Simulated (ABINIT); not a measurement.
# PbO (P4/nmm): G0W0 with ABINIT, start to end, part 3 of 3

Wanted: ground state, empty states, screening and self-energy for PbO (P4/nmm).

ABINIT 10.8.3; PBE and many-body steps on it, plane waves. Known limits of the many-body steps: not at the basis limit; no spin-orbit coupling; coarse k mesh.

So far. Step 3 (Bands along the symmetry lines): The gap is 1.125 eV, −0.001 eV from the run before at this level. Step 4 (Empty states on the mesh, 4×4×2 mesh, 66 bands): On this mesh the gap is 1.126 eV.

The database entry behind the starting cell differs from later determinations by our own check (c about 1 % long), so it need not match the best structure at ambient conditions.

## 5. Screening, 4×4×2 mesh, 60 bands, screening to 87.1 eV

The RPA dielectric matrix is built and inverted for each q.

This step: RPA screening on PBE, plane waves, norm-conserving pseudopotentials.

Contents of run.abi:

```
acell 3*1.0 Angstrom
rprim 
  3.960000000000 0.000000000000 0.000000000000
  0.000000000000 3.960000000000 0.000000000000
  0.000000000000 0.000000000000 5.070000000000
ntypat 2
znucl 82 8
natom 4
typat 1 1 2 2
xred 
  0.000000000000 0.500000000000 0.238990104021
  0.500000000000 0.000000000000 0.761009895979
  0.000000000000 0.000000000000 0.000000000000
  0.500000000000 0.500000000000 0.000000000000
pp_dirpath "pseudos"
pseudos "Pb.upf, O.upf"
ecut 42
ngkpt 4 4 2
nshiftk 1
shiftk 0 0 0
kptopt 1
chksymbreak 0
istwfk *1
occopt 1
irdwfk 1
optdriver 3
nband 60
ecuteps 3.2
inclvkb 2
awtr 1
symchi 1
indata_prefix "in"
outdata_prefix "out"
tmpdata_prefix "tmp"
```

Started as:

```sh
$ OMP_NUM_THREADS=1 mpirun -n 4 abinit run.abi > log
```

Numbers of over 12 decimals in the logs are rounded to 6 here.

Log:

```text
.Version 10.8.3 of ABINIT. v10.8.2 released Aug 2026.

 Symmetries : space group P4/n m m (#129); Bravais tP (primitive tetrag.)
[... echo of the input left out ...]
== DATASET  1 ==================================================================
-   mpi_nproc: 4, omp_nthreads: 1 (-1 if OMP is not activated)

--- !DatasetInfo
iteration_state: {dtset: 1, }
dimensions: {natom: 4, nkpt: 12, mband: 60, nsppol: 1, nspinor: 1, nspden: 1, mpw: 7032, }
cutoff_energies: {ecut:  42.0, pawecutdg:  -1.0, }
electrons: {nelect:   5.60000000E+01, charge:   0.00000000E+00, occopt:   1.00000000E+00, tsmear:   1.00000000E-02, }

 SCREENING: Calculation of the susceptibility and dielectric matrices

 Based on a program developped by R.W. Godby, V. Olevano, G. Onida, and L. Reining.
 Incorporated in ABINIT by V. Olevano, G.-M. Rignanese, and M. Torrent.
.Using double precision arithmetic ; gwpc =  8

[... cell and pseudopotentials left out ...]
--------------------------------------------------------------------------------

 ==== K-mesh for the wavefunctions ====
 Number of points in the irreducible wedge :    12
[... list of points left out ...]
 Together with 16 symmetry operations and time-reversal symmetry
 yields    32 points in the full Brillouin Zone.

 ==== Q-mesh for the screening function ====
 Number of points in the irreducible wedge :    12
[... list of points left out ...]
 Together with 16 symmetry operations and time-reversal symmetry
 yields    32 points in the full Brillouin Zone.

 setmesh: FFT mesh size selected  =    30x   30x   36
          total number of points  =        32400

 vcoul_init : cutoff-mode = AUXILIARY_FUNCTION
 q-points for optical limit:   1
     1)      0.000010    0.000020    0.000030

- screening: taking advantage of time-reversal symmetry
- Maximum band index for partially occupied states nbvw = 28
- Remaining bands to be divided among processors   nbcw = 32
- Number of bands treated by each node ~8

 Number of electrons calculated from density =   56.0000; Expected =   56.0000
 average of density, n =  0.104374
 r_s =    1.3176
 omega_plasma =   31.1639 [eV]

 calculating chi0 at frequencies [eV] :
  1    0.000000E+00    0.000000E+00
  2    0.000000E+00    3.116392E+01

--------------------------------------------------------------------------------
  q-point number  1        q = ( 0.000000, 0.000000, 0.000000) [r.l.u.]
--------------------------------------------------------------------------------
[... chi0 elements left out ...]
 For q-point:  0.000010 0.000020 0.000030
  dielectric constant =   6.4714
  dielectric constant without local fields =   7.1941

  Average fulfillment of the sum rule on Im[epsilon] for q-point    1 :     27.85  [%]
[... wings left out ...]
  q-point number  2        q = ( 0.250000, 0.000000, 0.000000) [r.l.u.]
--------------------------------------------------------------------------------
[... chi0 elements left out ...]
  Average fulfillment of the sum rule on Im[epsilon] for q-point    2 :     41.82  [%]

 [... 10 further q-points ...]
```

Elapsed: 44 s, on 4 MPI ranks of Intel Xeon Platinum 8488C (Sapphire Rapids), shared host; peak memory 1.5 GiB; 2.9 min of CPU time.

Numbers from this step:

- ε∞ with local fields, on this mesh, along the program's q direction: 6.471
- the same without local fields: 7.194
- plasma frequency: 31.16 eV
- plane waves in the screening matrix: 139

Local fields lower ε∞ by 10 %. On a Γ-centred mesh this coarse the value itself is usually too large, while a short band sum pulls it down.

## 6. Self-energy, 4×4×2 mesh, 60 bands, screening to 87.1 eV

The self-energy is evaluated for the states that the input lists, and the levels follow from it, in one-shot runs by the linearised quasiparticle equation.

This step: G0W0 on PBE, plane waves, norm-conserving pseudopotentials.

run.abi: that of step 5 with these lines changed.

```diff
@@ -25,8 +25,17 @@
 irdwfk 1
-optdriver 3
+optdriver 4
 nband 60
+gwcalctyp 0
+ecutsigx 42
+symsigma 1
+nkptgw 2
+kptgw 
+  0.0000000000 0.0000000000 0.0000000000
+  0.5000000000 0.5000000000 0.0000000000
+bdgw 
+  26 30
+  27 30
 ecuteps 3.2
-inclvkb 2
-awtr 1
-symchi 1
+irdscr 1
+ppmodel 1
 indata_prefix "in"
```

Log:

```text
.Version 10.8.3 of ABINIT. v10.8.2 released Aug 2026.

 Symmetries : space group P4/n m m (#129); Bravais tP (primitive tetrag.)
[... echo of the input left out ...]
== DATASET  1 ==================================================================
-   mpi_nproc: 4, omp_nthreads: 1 (-1 if OMP is not activated)

--- !DatasetInfo
iteration_state: {dtset: 1, }
dimensions: {natom: 4, nkpt: 12, mband: 60, nsppol: 1, nspinor: 1, nspden: 1, mpw: 7032, }
cutoff_energies: {ecut:  42.0, pawecutdg:  -1.0, }
electrons: {nelect:   5.60000000E+01, charge:   0.00000000E+00, occopt:   1.00000000E+00, tsmear:   1.00000000E-02, }

 SIGMA: Calculation of the GW corrections

 Based on a program developped by R.W. Godby, V. Olevano, G. Onida, and L. Reining.
 Incorporated in ABINIT by V. Olevano, G.-M. Rignanese, and M. Torrent.
.Using double precision arithmetic ; gwpc =  8

[... cell and pseudopotentials left out ...]
--------------------------------------------------------------------------------

 ==== K-mesh for the wavefunctions ====
 Number of points in the irreducible wedge :    12
[... list of points left out ...]
 Together with 16 symmetry operations and time-reversal symmetry
 yields    32 points in the full Brillouin Zone.

 ==== Q-mesh for screening function ====
 Number of points in the irreducible wedge :    12
[... list of points left out ...]
 Together with 16 symmetry operations and time-reversal symmetry
 yields    32 points in the full Brillouin Zone.

 vcoul_init : cutoff-mode = AUXILIARY_FUNCTION
 q-points for optical limit:   1
     1)      0.000010    0.000020    0.000030
 setmesh: FFT mesh size selected  =    48x   48x   60
          total number of points  =       138240

 Number of electrons calculated from density =   56.0000; Expected =   56.0000
 average of density, n =  0.104374
 r_s =    1.3176
 omega_plasma =   31.1639 [eV]

 === KS Band Gaps ===
  >>>> For spin  1
   Minimum direct gap =   2.1149 [eV], located at k-point      :   0.5000  0.5000  0.0000
   Fundamental gap    =   1.1262 [eV], Top of valence bands at :   0.0000  0.0000  0.0000
                                       Bottom of conduction at :   0.5000  0.5000  0.0000
 SIGMA fundamental parameters:
 PLASMON POLE MODEL  1
 number of plane-waves for SigmaX                 6975
 number of plane-waves for SigmaC and W            139
 number of plane-waves for wavefunctions          6975
 number of bands                                    60
 number of independent spin polarizations            1
 number of spinorial components                      1
 number of k-points in IBZ                          12
 number of q-points in IBZ                          12
 number of symmetry operations                      16
 number of k-points in BZ                           32
 number of q-points in BZ                           32
 number of frequencies for dSigma/dE                 9
 frequency step for dSigma/dE [eV]                0.25
 number of omega for Sigma on real axis              0
 max omega for Sigma on real axis  [eV]           0.00
 zcut for avoiding poles [eV]                     0.10

 EPSILON^-1 parameters (SCR file):
 dimension of the eps^-1 matrix on file            139
 dimension of the eps^-1 matrix used               139
 number of plane-waves for wavefunctions          6975
 number of bands                                    60
 number of q-points in IBZ                          12
 number of frequencies                               2
 number of real frequencies                          1
 number of imag frequencies                          1

 matrix elements of self-energy operator (all in [eV])

 Perturbative Calculation

--- !SelfEnergy_ee
iteration_state: {dtset: 1, }
kpoint     : [   0.000,    0.000,    0.000, ]
spin       : 1
KS_gap     :    2.411
QP_gap     :    2.904
Delta_QP_KS:    0.493
data: !SigmaeeData |
     Band     E0 <VxcDFT>   SigX SigC(E0)      Z dSigC/dE  Sig(E)    E-E0       E
       26   5.510 -19.674 -24.500   5.352   0.751  -0.332 -19.279   0.396   5.906
       27   5.510 -19.674 -24.500   5.352   0.751  -0.332 -19.279   0.396   5.906
       28   7.102 -18.067 -20.547   3.121   0.787  -0.271 -17.562   0.504   7.607
       29   9.513 -12.427  -8.463  -2.769   0.834  -0.199 -11.430   0.998  10.511
       30  12.630 -11.343  -6.804  -3.215   0.835  -0.198 -10.238   1.105  13.735

--- !SelfEnergy_ee
iteration_state: {dtset: 1, }
kpoint     : [   0.500,    0.500,    0.000, ]
spin       : 1
KS_gap     :    2.115
QP_gap     :    2.128
Delta_QP_KS:    0.013
data: !SigmaeeData |
     Band     E0 <VxcDFT>   SigX SigC(E0)      Z dSigC/dE  Sig(E)    E-E0       E
       27   6.114 -20.441 -25.102   5.343   0.751  -0.332 -19.929   0.512   6.625
       28   6.114 -20.441 -25.102   5.343   0.751  -0.332 -19.929   0.512   6.625
       29   8.228 -10.088  -6.818  -2.642   0.837  -0.195  -9.563   0.525   8.754
       30   8.228 -10.089  -6.818  -2.642   0.837  -0.195  -9.563   0.525   8.754

== END DATASET(S) ==============================================================
================================================================================

 -outvars: echo values of variables after computation  --------
           etotal      0.0000000000E+00
            nband          60
             nkpt          12
          spgroup         129
 [... the other variables as echoed above ...]

 Calculation completed.
```

The job ended after 8.2 s (4 MPI ranks; peak memory 1.4 GiB; 32 s of CPU time).

This step gave:

```yaml
g0w0_gap_on_the_points_computed: 1.147 eV
starting_gap_on_the_mesh: 1.126 eV
k_of_the_valence_top: 0, 0, 0
k_of_the_conduction_bottom: 0.5, 0.5, 0
z_at_the_valence_top: 0.787
z_at_the_conduction_bottom: 0.837
least_direct_g0w0_gap_on_the_computed_points: 2.129 eV
```

The gap on the mesh goes from 1.13 eV to 1.15 eV, a correction of +0.02 eV.

Limits: finite bands, cutoff and mesh; no spin-orbit coupling; coarse k mesh. v1 is the top filled band, c1 the lowest empty one. Levels before and after the correction, in eV, zero at the valence-band top of each column:

```csv
,conduction bottom,valence top
Kohn-Sham,1.13,0.00
G0W0,1.15,0.00
```

```csv
,level,energy (eV)
Kohn-Sham,Γ v3-v2,-1.592
Kohn-Sham,Γ v1,0.000
Kohn-Sham,Γ c1,2.411
Kohn-Sham,Γ c2,5.527
Kohn-Sham,(0.5 0.5 0) v2-v1,-0.989
Kohn-Sham,(0.5 0.5 0) c1-c2,1.126
G0W0,Γ v3-v2,-1.701
G0W0,Γ v1,0.000
G0W0,Γ c1,2.904
G0W0,Γ c2,6.128
G0W0,(0.5 0.5 0) v2-v1,-0.982
G0W0,(0.5 0.5 0) c1-c2,1.147
```

## 7. Where the time went

Times are wall times on 4 MPI ranks of Intel Xeon Platinum 8488C (Sapphire Rapids), shared host, good to a factor of about two.

```csv
step,time,share,memory (GiB)
ground state,87 s,35 %,0.47
bands along the symmetry lines,77 s,31 %,0.59
empty states on the mesh,34 s,13 %,0.41
screening,44 s,18 %,1.5
self-energy,8.2 s,3 %,1.4
```

## 8. Outcome

```yaml
pbe_gap: 1.13 eV, indirect
g0w0_gap_on_the_mesh: 1.15 eV
gw_settings: 4×4×2 mesh, 60 bands, screening to 87.1 eV, Godby-Needs plasmon pole
known_limits: not at the basis limit; no spin-orbit coupling; coarse k mesh
```

What this shows: G0W0 moves the gap on the mesh from 1.13 eV to 1.15 eV (+0.02 eV), with Z of 0.79 and 0.84 at the edges. Local fields lower the RPA ε∞ on this mesh from 7.19 to 6.47; a Γ-centred mesh this coarse tends to raise both, most where the direct gap is narrow, while a short band sum lowers them. Only 2 of the mesh's irreducible points were corrected, so a valley elsewhere could overtake. Bands and cutoff are finite, so the gap is not at the basis limit. The miss can reach some tenths of an eV and take either sign; the mesh is an error of its own. In the G0W0 run levels were corrected at 2 k points alone, so a gap called «on the mesh» is the least over those, and an edge elsewhere would be missed. The 4×4×2 mesh is coarse for this cell, which bears on the long-range parts of exchange and screening. Where an edge is built on 6p states of lead, bismuth or thallium, scalar-relativistic gaps usually stand too wide, by a few tenths to over one eV. The many-body steps are scalar-relativistic: spin-orbit coupling is not in them.

[Paths, hosts, dates, memory and timing lines, banners, echoed tables and standing remarks are left out of the program output.]

[Logs are printed without paths, hosts, clocks, repeated set-up lines and the standing remarks that a program may print on its own settings, such as how far it seeks lower states.]

[Runs of the session that timed out or met a known fault of the program may be left out.]

[Hosts, paths, dates, database ids (printed as entryN), source tags and the programs' standing remarks are cut or masked in the printed files.]

[G0W0 gaps are taken among the corrected bands and points alone; a level outside them can change the order at an edge.]

[Where Ansatz stands beside ABINIT at settings called matched, ABINIT's density can come from a denser mesh and the files from another edition; pairs whose starting gaps differed by over 0.03 eV were left out, so agreement reads better than it is.]
